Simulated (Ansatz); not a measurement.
# WS2 (Tungstenite): the G0W0 gap against the k mesh

Aim: the G0W0 gap of WS2 (Tungstenite) on a series of meshes, at fixed bands and cutoff.

Program: Ansatz 0.2.0. Level of theory: G0W0 on PBE, plane waves, PAW; PAW set soft_1. Results are calculated unless marked as measured.

## 1. The starting structure

Symmetry: P6_3/mmc, No. 194, hexagonal system. The conventional cell has a = 3.153 Å, b = 3.153 Å, c = 12.323 Å, α = 90.00°, β = 90.00°, γ = 120.00°. Nearest to W lie 6 S at 2.40 Å. Nearest to S lie 3 W at 2.40 Å. Farther neighbours and most contacts between anions are not listed.

The cell and positions come from the Crystallography Open Database and are kept as given unless a step says otherwise. Spin-orbit coupling is left out unless a step names it.

## 2. The 6×6×1 mesh

Now the one-shot GW correction: screening in the RPA, then the self-energy of the levels asked for. This step takes PAW set soft_1 files.

Input file input.yaml:

```yaml
crystal:
  lattice:
    - [3.1532, 0.0, 0.0]
    - [-1.5766, 2.7307513032, 0.0]
    - [0.0, 0.0, 12.323]
  atoms:
    - { symbol: W, position: [0.3333333333, 0.6666666667, 0.25] }
    - { symbol: W, position: [0.6666666667, 0.3333333333, 0.75] }
    - { symbol: S, position: [0.3333333333, 0.6666666667, 0.6225] }
    - { symbol: S, position: [0.6666666667, 0.3333333333, 0.1225] }
    - { symbol: S, position: [0.3333333333, 0.6666666667, 0.8775] }
    - { symbol: S, position: [0.6666666667, 0.3333333333, 0.3775] }
kpoints:
  mp_grid: { grid: [6, 6, 1] }
hamiltonian:
  xc: pbe
  pseudopotentials: { kind: paw, azcp: { folder: soft_1 } }
scf:
  occupations: { method: fixed }
gw:
  n_empty_bands: 240
  ecut_chi: 100
  qp_bands: [v2, c2]
  qp_kpoints: band_edges
  screening: { model: contour_deformation }
```

Started as:

```
$ ansatz run input.yaml --threads 3 --pin off --max-ram 92160MiB --backend cuda --events-out ev --progress --plain --runs-dir out --devices 1 --max-vram 13GiB
```

Numbers of over 12 decimals in the logs are rounded to 6 here.

Log:

```text
GPUs: using 1 of 1 available (devices: 1).
Engine: ansatz 0.2.0, x86_64-unknown-linux-gnu
Pseudopotentials: kind: paw
Pseudopotential: W, paw, valence charge 14, recommended cutoff 420 eV (normal), soft_1/W.paw.azcp
Pseudopotential: S, paw, valence charge 6, recommended cutoff 420 eV (normal), soft_1/S.paw.azcp
Functional definition: PBE
  parameter kappa = 0.804
  parameter beta = 0.066725
  exchange = pbe_x(kappa = kappa, mu = beta*pi^2/3)
  correlation = pbe_c(beta = beta)
device memory: the entry about to start is reckoned to put 1.6 GiB on a device that reports 54.7 GiB free (of which the cap on the GPU budget leaves the run 13.0 GiB)
GPU FFT provider: cuFFT
GPU libraries: cuBLAS 13.8.2, cuFFT 12.4.0, cuSOLVER 12.3.4
Crystal: 6 atoms, lattice volume = 106.108 Å³
Basis set: ecut = 420 eV, 2057 PW (Γ)
Bands: 32, of which v1, the nominal top of the filled ones, is band 26 counted from 1 (25 counted from 0)
Symmetry: 24 space group operations
Space group: P63/mmc (ITA 194), of the structure as read, at distance tolerance 4.7e-5 Å
k-points: 7 of 36
Non-local potential: W, projectors of the file, l = 0: 3, l = 1: 2, l = 2: 2, l = 3: 1
Non-local potential: S, projectors of the file, l = 0: 2, l = 1: 2, l = 2: 1
PAW form: soft (Blöchl's): semilocal exchange-correlation on the pseudo side does not see the compensation charge
PAW one-centre angular grid: W, 590 points (default); XC on 64 Gauss nodes
PAW one-centre angular grid: S, 110 points (default); XC on 64 Gauss nodes
Initial density: superposition of atomic densities (chi_scale 0.1, normalization cell, long waves kept (reshape's long-wave potential 0.03 eV rms))
Initial wavefunctions: pseudopotential atomic-orbital guess
GPU buffer pool allocated for 51840 grid points (all kernels)
GPU transforms: local potential and band sums: pruned to the plane-wave sphere, on 24×24×81
Functional: x = pbe(κ = 0.804, μ = 0.219515), c = pbe(β = 0.066725)
SCF iter   1: F=—  HF=-24385.729595 eV  |F-HF|=—  |Δ(HF+E_count)|=         —  Δρ=4.15e-2  dr2=2.93e0  ethr=3.10e-3  ⟨swp⟩=5.0  Hψ=1021  notcnv=0  defer=15
preconditioner: auto → Resta (q_TF=auto, 2.423 Å⁻¹)  ε∞=7.3  [insulator: Δε(μ)=0.943 eV  Ē_g=8.603 eV  n_scr=26 (ndim 8)  ℏωp=21.6 eV  f_vac=0.001  ε∞_Penn≈7.3]
SCF iter   2: F=—  HF=-24385.136273 eV  |F-HF|=—  |Δ(HF+E_count)|=   5.93e-1  Δρ=2.34e-2  dr2=9.57e-1  ethr=3.10e-3  ⟨swp⟩=2.6  Hψ=359  notcnv=0  defer=22
SCF iter   3: F=—  HF=-24384.899228 eV  |F-HF|=—  |Δ(HF+E_count)|=   2.37e-1  Δρ=4.30e-3  dr2=2.23e-2  ethr=1.84e-3  ⟨swp⟩=2.6  Hψ=356  notcnv=0  defer=20
SCF iter   4: F=—  HF=-24384.904790 eV  |F-HF|=—  |Δ(HF+E_count)|=   5.56e-3  Δρ=2.42e-3  dr2=2.61e-2  ethr=4.28e-5  ⟨swp⟩=3.0  Hψ=417  notcnv=0  defer=28
SCF iter   5: F=—  HF=-24384.902074 eV  |F-HF|=—  |Δ(HF+E_count)|=   2.72e-3  Δρ=6.80e-4  dr2=1.44e-3  ethr=4.28e-5  ⟨swp⟩=2.0  Hψ=302  notcnv=0  defer=28
SCF iter   6: F=—  HF=-24384.902393 eV  |F-HF|=—  |Δ(HF+E_count)|=   3.19e-4  Δρ=3.21e-4  dr2=1.97e-4  ethr=2.77e-6  ⟨swp⟩=2.9  Hψ=420  notcnv=0  defer=28
SCF iter   7: F=—  HF=-24384.902400 eV  |F-HF|=—  |Δ(HF+E_count)|=   6.93e-6  Δρ=7.31e-5  dr2=9.50e-6  ethr=3.79e-7  ⟨swp⟩=2.0  Hψ=312  notcnv=0  defer=22
SCF iter   8: F=-24384.902406 eV  HF=-24384.902406 eV  |F-HF|=2.17e-7  |Δ(HF+E_count)|=   6.22e-6  Δρ=8.99e-6  dr2=9.30e-8  ethr=1.92e-10  ⟨swp⟩=9.1  Hψ=1257  notcnv=0
SCF 1 converged in 8 iterations: F = -24384.902406 eV  dr2 = 9.30e-8
[...]
device memory: the entry about to start is reckoned to put 2.2 GiB on a device that reports 54.7 GiB free (of which the cap on the GPU budget leaves the run 13.0 GiB)
NSCF: frozen V_eff on 7 k-points
[...]
device memory: the entry about to start is reckoned to put 4.1 GiB on a device that reports 54.7 GiB free (of which the cap on the GPU budget leaves the run 13.0 GiB)
NSCF: frozen V_eff on 7 k-points
G₀W₀ screening: q 1/7
[... further progress lines ...]
[...]
device memory: the entry about to start is reckoned to put 0.5 GiB on a device that reports 50.6 GiB free (of which the cap on the GPU budget leaves the run 13.0 GiB)
NSCF: frozen V_eff on 1 k-points
SCF converged after 8 iterations
Free energy (F): -24384.902406 eV
Harris-Foulkes:  -24384.902406 eV  (|F-HF|=2.17e-7)
Internal energy: -24384.902406 eV  (E = F + TS)
E sigma→0 (E₀):  -24384.902406 eV
Fermi energy:    11.720723 eV
--- Per-component energies (eV) ---
  E_band       = -372.897044
  E_kinetic    = 1270.899152
  E_local      = -3400.141413  (includes V_loc(G=0)·N_el)
  E_nonlocal   = 87.784273
  E_hartree    = 1413.703731
  E_xc         = -892.862242
  E_vxc        = -796.189903  (∫ρ·V_xc dr)
  E_paw        = -19589.521274  (= ΣΔE_a)
  E_vpaw       = -362.660714  (= ΣTr[D̂ρ^β])
  E_aug_tail   = 0.000308  (compensation charges beyond the density's cutoff)
  E_ewald      = -3274.764942
  E_smearing   = -0.000000  (= −TS)
  E_closure    = -0.000000  (closes the sum)
  Σ components = -24384.902406   (vs F -24384.902406, Δ=0.00e0)
--- Band table (eV; the first three rows and the last of 7) ---
  k-point 0: bands = [... 22 lower, 9.5309, 10.2087, 10.4944, 11.7207, 14.0328, 14.0328, 14.0433, 14.0433, ... 2 higher]
  k-point 1: bands = [... 22 lower, 9.3983, 10.2600, 10.4587, 10.8798, 13.2910, 13.7287, 13.8889, 13.9650, ... 2 higher]
  k-point 2: bands = [... 22 lower, 9.4564, 9.5842, 9.6793, 9.9687, 13.3838, 13.6421, 13.8060, 14.1648, ... 2 higher]
  k-point 6: bands = [... 22 lower, 8.7877, 8.7877, 10.9759, 11.1833, 13.0211, 13.0211, 13.7733, 15.0032, ... 2 higher]
--- G₀W₀: contour deformation, 7 samples at zero and on the imaginary axis and 1 off it, 36 q-points, 240 empty bands' worth ---
  eigenvalues of the whole cell's RPA ε∞ on this k-mesh (on a slab, of 1 + 4πα/V) = 6.4905, 14.1964, 14.1964; static W/v taken at q = 0 is 0.095426
  bands read: the sum over 266 bands ends inside a degenerate multiplet in 1 slot, whose members it reads at an even weight; the widest, k=6: bands 266 to 267 (counted from 1) at 1/2 each
  gw.qp_kpoints: band_edges: 5 of 7 stored k-points solved, in 1 pass; an edge of the gap read off the rows below is read off those points alone
    valence top: of the k-points left out ik 3 came nearest to being solved in a further pass, in band 26 (counted from 1, as in the quasiparticle table): it holds the edge there only if its correction is more favourable than any solved in that band by at least 1.527 eV; those differ by 0.067 eV
    conduction bottom: of the k-points left out ik 2 came nearest to being solved in a further pass, in band 27 (counted from 1, as in the quasiparticle table): it holds the edge there only if its correction is more favourable than any solved in that band by at least 0.685 eV; those differ by 0.170 eV
    ik  band        ε_KS         Σx   Σc(E_QP)       V_xc       Z   E_QP_lin       E_QP  E_QP is
     0    25     10.4944   -18.2850     1.1516   -16.9762  0.7525    10.3368    10.3372  root
     0    26     11.7207   -19.4769     0.6168   -18.8029  0.7579    11.6635    11.6635  root
     0    27     14.0328   -13.7638    -4.1744   -18.4029  0.7589    14.5013    14.4975  root
     0    28     14.0328   -13.7638    -4.1744   -18.4029  0.7589    14.5013    14.4975  root
     1    25     10.4587   -18.8599     1.2228   -17.5020  0.7521    10.3234    10.3237  root
     1    26     10.8798   -19.1639     1.0241   -18.0392  0.7557    10.7792    10.7793  root
     1    27     13.2910   -13.2372    -3.9053   -17.4766  0.7600    13.6269    13.6251  root
     1    28     13.7287   -14.0527    -3.9218   -18.3622  0.7515    14.1191    14.1164  root
     4    25     10.1837   -19.5504     1.4261   -18.0020  0.7493    10.0612    10.0615  root
     4    26     10.2104   -19.5677     1.3840   -18.0689  0.7491    10.0953    10.0956  root
     4    27     12.6984   -12.9278    -3.6905   -16.9130  0.7680    12.9943    12.9932  root
     4    28     13.5524   -14.1789    -4.0812   -18.6600  0.7550    13.9551    13.9522  root
     5    25     10.3746   -18.6641     1.2488   -17.2594  0.7565    10.2183    10.2186  root
     5    26     10.5497   -19.1398     1.1840   -17.8313  0.7566    10.4250    10.4253  root
     5    27     13.4033   -14.3588    -4.0011   -18.7109  0.7580    13.7564    13.7543  root
     5    28     13.9528   -15.7827    -4.1838   -20.3744  0.7451    14.3646    14.3607  root
     6    25     10.9759   -18.6502     0.7160   -17.8299  0.7611    10.8714    10.8716  root
     6    26     11.1833   -19.1703     0.6584   -18.4417  0.7606    11.1130    11.1131  root
     6    27     13.0211   -15.7459    -3.7601   -19.9043  0.7598    13.4217    13.4195  root
     6    28     13.0211   -15.7459    -3.7601   -19.9043  0.7598    13.4217    13.4195  root
```

Elapsed: 16 s, on 1 × NVIDIA H100 80GB HBM3 (shared by 6 runs) with 3 threads of AMD EPYC 7R13 (Zen 3), shared host; peak memory 1.1 GiB.

Numbers from this step:

| Quantity | Value |
| --- | --- |
| bands summed | 266 |
| RPA ε∞ on this mesh (eigenvalues) | 6.490, 14.20, 14.20 |
| plane waves in the screening matrix | 255 |
| q-points in the mesh | 36 |
| G0W0 gap on the mesh | 1.330 eV |
| k of the valence top | 0, 0, 0 |
| k of the conduction bottom | 0.1667, 0.1667, 0 |
| starting gap on the mesh | 0.9777 eV |
| Z at the valence top | 0.7579 |
| Z at the conduction bottom | 0.7680 |
| least direct G0W0 gap on the computed points | 2.306 eV |

The gap on the mesh goes from 0.98 eV to 1.33 eV, a correction of +0.35 eV. Between the two edge states, bare exchange in place of the xc potential would open the gap by 4.66 eV, and correlation takes back 4.31 eV.

## 3. The 6×6×2 mesh

A second mesh at equal bands and cutoff isolates the sampling error.

Changes to input.yaml since step 2:

```diff
@@ -13,3 +13,3 @@
 kpoints:
-  mp_grid: { grid: [6, 6, 1] }
+  mp_grid: { grid: [6, 6, 2] }
 hamiltonian:
```

Log:

```text
GPUs: using 1 of 1 available (devices: 1).
[...]
GPU FFT provider: cuFFT
GPU libraries: cuBLAS 13.8.2, cuFFT 12.4.0, cuSOLVER 12.3.4
Crystal: 6 atoms, lattice volume = 106.108 Å³
Basis set: ecut = 420 eV, 2057 PW (Γ)
Bands: 32, of which v1, the nominal top of the filled ones, is band 26 counted from 1 (25 counted from 0)
[... 1 set-up line as in the run before ...]
[...]
k-points: 14 of 72
[...]
GPU buffer pool allocated for 51840 grid points (all kernels)
[...]
SCF iter   1: F=—  HF=-24385.756816 eV  |F-HF|=—  |Δ(HF+E_count)|=         —  Δρ=4.11e-2  dr2=2.89e0  ethr=3.10e-3  ⟨swp⟩=4.8  Hψ=2062  notcnv=0  defer=30
[...]
SCF iter   9: F=-24384.934064 eV  HF=-24384.934064 eV  |F-HF|=3.75e-9  |Δ(HF+E_count)|=   4.10e-7  Δρ=1.85e-6  dr2=3.11e-9  ethr=1.92e-10  ⟨swp⟩=7.4  Hψ=1825  notcnv=0
SCF 1 converged in 9 iterations: F = -24384.934064 eV  dr2 = 3.11e-9
[...]
0    25     10.4927   -18.2675     1.1316   -16.9783  0.7528    10.3347    10.3351  root
     0    26     11.7184   -19.4892     0.6285   -18.8031  0.7586    11.6608    11.6609  root
     0    27     14.0298   -13.7537    -4.1789   -18.4034  0.7590    14.5043    14.5006  root
     0    28     14.0298   -13.7537    -4.1789   -18.4034  0.7590    14.5043    14.5006  root
     1    25     11.4003   -19.1962     0.8886   -18.2030  0.7588    11.2955    11.2957  root
     1    26     11.4003   -19.1962     0.8886   -18.2030  0.7588    11.2955    11.2957  root
     1    27     14.0224   -13.7102    -4.1552   -18.3276  0.7584    14.4882    14.4845  root
     1    28     14.0224   -13.7102    -4.1552   -18.3276  0.7584    14.4882    14.4845  root
[...]
13    25     11.0667   -18.8498     0.6805   -18.0754  0.7612    10.9727    10.9729  root
    13    26     11.0667   -18.8498     0.6805   -18.0754  0.7612    10.9727    10.9729  root
    13    27     13.0204   -15.7393    -3.7667   -19.9116  0.7599    13.4284    13.4261  root
    13    28     13.0204   -15.7393    -3.7667   -19.9116  0.7599    13.4284    13.4261  root
[key lines of the parts left out:]
SCF converged after 9 iterations
Free energy (F): -24384.934064 eV
Fermi energy:    11.718389 eV
```

Run time: 16 s. Hardware: 1 × NVIDIA H100 80GB HBM3 (shared by 6 runs) with 3 threads; peak memory 1.3 GiB.

This step gave:

```
bands summed                                 : 266
RPA ε∞ on this mesh (eigenvalues)            : 5.932, 14.11, 14.11
plane waves in the screening matrix          : 255
q-points in the mesh                         : 72
G0W0 gap on the mesh                         : 1.333 eV
k of the valence top                         : 0, 0, 0
k of the conduction bottom                   : 0.1667, 0.1667, 0
starting gap on the mesh                     : 0.9782 eV
Z at the valence top                         : 0.7586
Z at the conduction bottom                   : 0.7694
least direct G0W0 gap on the computed points : 2.318 eV
```

Against the run with 6×6×1 mesh, 240 empty bands, screening to 100 eV, PAW set soft_1 files, the gap moves by +0.003 eV.

## 4. The 9×9×2 mesh

Changes to input.yaml since step 3:

```diff
@@ -13,3 +13,3 @@
 kpoints:
-  mp_grid: { grid: [6, 6, 2] }
+  mp_grid: { grid: [9, 9, 2] }
 hamiltonian:
```

Log:

```text
GPUs: using 1 of 1 available (devices: 1).
[...]
GPU FFT provider: cuFFT
GPU libraries: cuBLAS 13.8.2, cuFFT 12.4.0, cuSOLVER 12.3.4
Crystal: 6 atoms, lattice volume = 106.108 Å³
Basis set: ecut = 420 eV, 2057 PW (Γ)
Bands: 32, of which v1, the nominal top of the filled ones, is band 26 counted from 1 (25 counted from 0)
[... 1 set-up line as in the run before ...]
[...]
k-points: 24 of 162
[...]
1    28     14.0222   -13.7328    -4.1333   -18.3274  0.7597    14.4870    14.4835  root
[...]
23    25     11.0650   -18.7437     0.5831   -18.0757  0.7633    10.9801    10.9802  root
    23    26     11.0650   -18.7437     0.5831   -18.0757  0.7633    10.9801    10.9802  root
    23    27     13.0202   -15.8514    -3.6641   -19.9120  0.7624    13.4186    13.4167  root
    23    28     13.0202   -15.8514    -3.6641   -19.9120  0.7624    13.4186    13.4167  root
[key lines of the parts left out:]
SCF converged after 9 iterations
Free energy (F): -24384.937276 eV
Fermi energy:    11.718804 eV
```

The job ended after 59 s (1 × NVIDIA H100 80GB HBM3 (shared by 6 runs) with 3 threads; peak memory 1.6 GiB).

Numbers from this step:

* bands summed: 266
* RPA ε∞ on this mesh (eigenvalues): 5.912, 13.52, 13.52
* plane waves in the screening matrix: 255
* G0W0 gap on the mesh: 1.449 eV
* k of the valence top: 0, 0, 0
* k of the conduction bottom: 0.1111, 0.2222, 0
* starting gap on the mesh: 1.083 eV
* least direct G0W0 gap on the computed points: 2.301 eV

Against the run with 6×6×2 mesh, 240 empty bands, screening to 100 eV, PAW set soft_1 files, the gap moves by +0.12 eV, while the start moved by +0.10 eV. A band edge is found at another k point on this mesh.

## 5. The 12×12×2 mesh

Changes to input.yaml since step 4:

```diff
@@ -13,3 +13,3 @@
 kpoints:
-  mp_grid: { grid: [9, 9, 2] }
+  mp_grid: { grid: [12, 12, 2] }
 hamiltonian:
```

Log:

```text
GPUs: using 1 of 1 available (devices: 1).
[...]
GPU FFT provider: cuFFT
GPU libraries: cuBLAS 13.8.2, cuFFT 12.4.0, cuSOLVER 12.3.4
Crystal: 6 atoms, lattice volume = 106.108 Å³
Basis set: ecut = 420 eV, 2057 PW (Γ)
Bands: 32, of which v1, the nominal top of the filled ones, is band 26 counted from 1 (25 counted from 0)
[... 1 set-up line as in the run before ...]
[...]
k-points: 38 of 288
[...]
1    28     14.0222   -13.7404    -4.1262   -18.3274  0.7599    14.4865    14.4831  root
[...]
37    25     11.0649   -18.7116     0.5544   -18.0757  0.7637    10.9833    10.9834  root
    37    26     11.0649   -18.7116     0.5544   -18.0757  0.7637    10.9833    10.9834  root
    37    27     13.0202   -15.8843    -3.6336   -19.9121  0.7629    13.4162    13.4144  root
    37    28     13.0202   -15.8843    -3.6336   -19.9121  0.7629    13.4162    13.4144  root
[key lines of the parts left out:]
SCF converged after 9 iterations
Free energy (F): -24384.937602 eV
Fermi energy:    11.718856 eV
```

Elapsed: 1.8 min, on 1 × NVIDIA H100 80GB HBM3 (shared by 6 runs) with 3 threads; peak memory 1.9 GiB.

Numbers from this step:

- bands summed: 266
- RPA ε∞ on this mesh (eigenvalues): 5.911, 13.41, 13.41
- plane waves in the screening matrix: 255
- G0W0 gap on the mesh: 1.330 eV
- k of the valence top: 0, 0, 0
- k of the conduction bottom: 0.1667, 0.1667, 0
- starting gap on the mesh: 0.9769 eV
- least direct G0W0 gap on the computed points: 2.296 eV

Against the run with 9×9×2 mesh, 240 empty bands, screening to 100 eV, PAW set soft_1 files, the gap moves by −0.12 eV, while the start moved by −0.11 eV. A band edge is found at another k point on this mesh.

## 6. The meshes together

Times are wall times on 1 × NVIDIA H100 80GB HBM3 (shared by 6 runs) with 3 threads of AMD EPYC 7R13 (Zen 3), shared host, good to a factor of about two.

```csv
mesh,points,irreducible,start (eV),G0W0 (eV),shift (eV),RPA ε∞ (mean),time
6×6×1,36,7,0.978,1.330,+0.352,11.63,16 s
6×6×2,72,14,0.978,1.333,+0.355,11.39,16 s
9×9×2,162,24,1.083,1.449,+0.366,10.99,59 s
12×12×2,288,38,0.977,1.330,+0.354,10.91,1.8 min
```

## 7. Outcome

```yaml
6x6x1: 1.330 eV (shift +0.352)
6x6x2: 1.333 eV (shift +0.355)
9x9x2: 1.449 eV (shift +0.366)
12x12x2: 1.330 eV (shift +0.354)
settings: PBE start, 240 empty bands, 100 eV
```

The shift is +0.35 eV on 6×6×1 and +0.35 eV on 12×12×2. On 12×12×2 the edges lie at Γ and (0.167, 0.167, 0.000), on 9×9×2 at Γ and (0.111, 0.222, 0.000), so these two shifts belong to different pairs of states. The RPA ε∞ (mean) ranges from 10.91 to 11.63 and ends at 10.91. The starting gap changes too, by 0.11 eV, since the meshes hold different points and converge the density differently. From 36 to 288 points the time grows 7.0-fold. Bands and cutoff are modest here, so the values stand off the basis limit. The many-body steps are scalar-relativistic: spin-orbit coupling is not in them.

[Paths, hosts, dates, memory and timing lines, banners, echoed tables and standing remarks are left out of the program output.]

[Logs are printed without paths, hosts, clocks, repeated set-up lines and the standing remarks that a program may print on its own settings, such as how far it seeks lower states.]

[Runs of the session that timed out or met a known fault of the program may be left out.]

[Cells called generated may have been cut or substituted from an entry of the Crystallography Open Database or the Materials Project.]

[Hosts, paths, dates, database ids (printed as entryN), source tags and the programs' standing remarks are cut or masked in the printed files.]
